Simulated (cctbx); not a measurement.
# Solving a structure by charge flipping

Cell a = 4.1070 Å, b = 16.1030 Å, c = 3.9580 Å, α = 90.00°, β = 90.00°, γ = 90.00°; space group Cmcm (no. 63); content Tm4 Ru4 Ge4 Si4.

The data are simulated with cctbx, not measured: Mo Kα, λ = 0.71073 Å, to d = 0.65 Å, 80 % of the full sphere, strongest reflection 70000 counts, noise from counting, a 4 % proportional error and a noise floor of 15 counts (s.d.); no absorption.

1 earlier start (other random phases, and plain and normalised amplitudes in turn) led nowhere (symmetry correlation 0.91).

Charge flipping in P1 on normalised amplitudes to 0.8 Å, δ = 0.9 σ, 10 % of the reflections treated as weak, 600 cycles:

```text
cycle      R  skewness
    0  0.596     0.25
   50  0.431     1.50
  100  0.432     1.71
  150  0.436     1.82
  200  0.430     1.97
  250  0.438     3.39
  300  0.455     3.46
  350  0.453     3.35
  400  0.454     3.28
  450  0.431     3.36
  500  0.435     3.28
  550  0.428     3.46
origin shift          correlation  skewness
 0.410  0.420  0.171      0.922      3.95
 0.399  0.093  0.178      0.909      5.97
 0.407  0.024  0.170      0.918      3.92
 0.398  0.199  0.171      0.867      4.38
taken: symmetry correlation 0.909, skewness 5.97
peak      x       y       z  mult  height/sigma
Q1    0.0000  0.3917  0.2500    4     15.7
Q2    0.0000  0.1751  0.2500    4      9.1
Q3    0.0000  0.0444  0.2500    4      7.2
Q4    0.0000  0.3304  0.6337    8      1.5
Q5    0.0000  0.2562  0.7500    4      1.3
Q6    0.0000  0.4895  0.6201    8      1.1
Q7    0.0000  0.2318  0.1140    8      1.1
Q8    0.0000  0.3244  0.1320    8      1.0
Q9    0.2500  0.2500  0.0000    8      0.9
```

The origin is taken among those within 0.04 of the best correlation, by the skewness of the map.

Run time: 0.68 s on 1 thread of Arm Neoverse N1, on a shared host, peak memory 0.07 GiB.

**Question.** Which peaks are atoms, and which elements?

Heights go roughly as Z and multiplicities must add up to the content. First model: Q1 = Tm1 (4 in the cell, height 15.7), Q2 = Ru1 (4 in the cell, height 9.1), Q3 = Ge1 (4 in the cell, height 7.2) and Q5 = Si1 (4 in the cell, height 1.3). Against the true structure, Q1 is Tm, Q2 is Ru, Q3 is Ge and Q5 is Si; the other peaks are not atoms.

Least squares on F², isotropic:

```text
Rint 0.031, 310 unique reflections to 0.65 A
cycle     R1     wR2    GooF  max shift (A)
   1  0.1398  0.3931  13.975   0.08604
   2  0.0208  0.0562   1.999   0.00004
final R1 0.0208 wR2 0.0562 GooF 1.999  parameters 8  data/parameter 38.8
atom        x        y        z      Ueq    occ   su(xyz)  su(Uiso or U11)
Tm1    0.00000  0.39299  0.25000   0.0184  1.000  0.00002  0.0001
Ru1    0.00000  0.17871  0.25000   0.0289  1.000  0.00006  0.0002
Ge1    0.00000  0.04458  0.25000   0.0182  1.000  0.00006  0.0002
Si1    0.00000  0.25085  0.75000   0.0258  1.000  0.00017  0.0005
difference map: max 2.30 min -3.02 rms 0.31
Q1    0.0909  0.3924  0.2500    8    2.42  0.37 A from Tm1
Q2    0.0000  0.0427  0.1462    8    1.98  0.41 A from Ge1
Q3    0.0000  0.3006  0.2500    4    1.29  1.49 A from Tm1
Q4    0.0000  0.2208  0.7500    4    1.17  0.48 A from Si1
Q5    0.0000  0.1664  0.2500    4    1.01  0.20 A from Ru1
```

Anisotropic refinement:

```text
Rint 0.031, 310 unique reflections to 0.65 A
cycle     R1     wR2    GooF  max shift (A)
   1  0.0208  0.0562   2.026   0.00436
   2  0.0108  0.0259   0.935   0.00000
final R1 0.0108 wR2 0.0259 GooF 0.935  parameters 16  data/parameter 19.4
atom        x        y        z      Ueq    occ   su(xyz)  su(Uiso or U11)
Tm1    0.00000  0.39300  0.25000   0.0184  1.000  0.00001  0.0001
Ru1    0.00000  0.17862  0.25000   0.0289  1.000  0.00003  0.0002
Ge1    0.00000  0.04452  0.25000   0.0182  1.000  0.00003  0.0002
Si1    0.00000  0.25112  0.75000   0.0259  1.000  0.00008  0.0005
difference map: max 0.87 min -0.77 rms 0.18
Q1    0.0000  0.3154  0.2500    4    0.95  1.25 A from Tm1
Q2    0.0000  0.4601  0.7500    4    0.81  2.05 A from Ge1
Q3    0.2488  0.2002  0.2500    8    0.75  1.08 A from Ru1
Q4    0.0000  0.4128  0.6545    8    0.63  1.63 A from Tm1
Q5    0.0000  0.1321  0.2500    4    0.63  0.75 A from Ru1
Q6    0.0000  0.1756  0.6141    8    0.63  1.33 A from Si1
```

**Reading.** The refinement ends at R1 = 0.0108, wR2 = 0.0259, GooF = 0.94, with difference density between -0.77 and 0.87 e/Å³. Every site matches the true model in element, within 0.001 Å r.m.s., up to an allowed shift of origin.

True model:

| atom | mult. | x | y | z | Ueq (Å²) |
| --- | --- | --- | --- | --- | --- |
| Tm1 | 4 | 1/2 | 0.3930 | 1/4 | 0.0185 |
| Ru1 | 4 | 1/2 | 0.1786 | 1/4 | 0.0289 |
| Ge1 | 4 | 1/2 | 0.0445 | 1/4 | 0.0183 |
| Si1 | 4 | 0 | 0.2488 | 1/4 | 0.0262 |

This is a model crystal, built by substitution and not relaxed, with assumed displacement parameters.

[Middle refinement cycles are left out of these outputs.]

[Logs are printed without paths, hosts, clocks, repeated set-up lines and the standing remarks that a program may print on its own settings, such as how far it seeks lower states.]
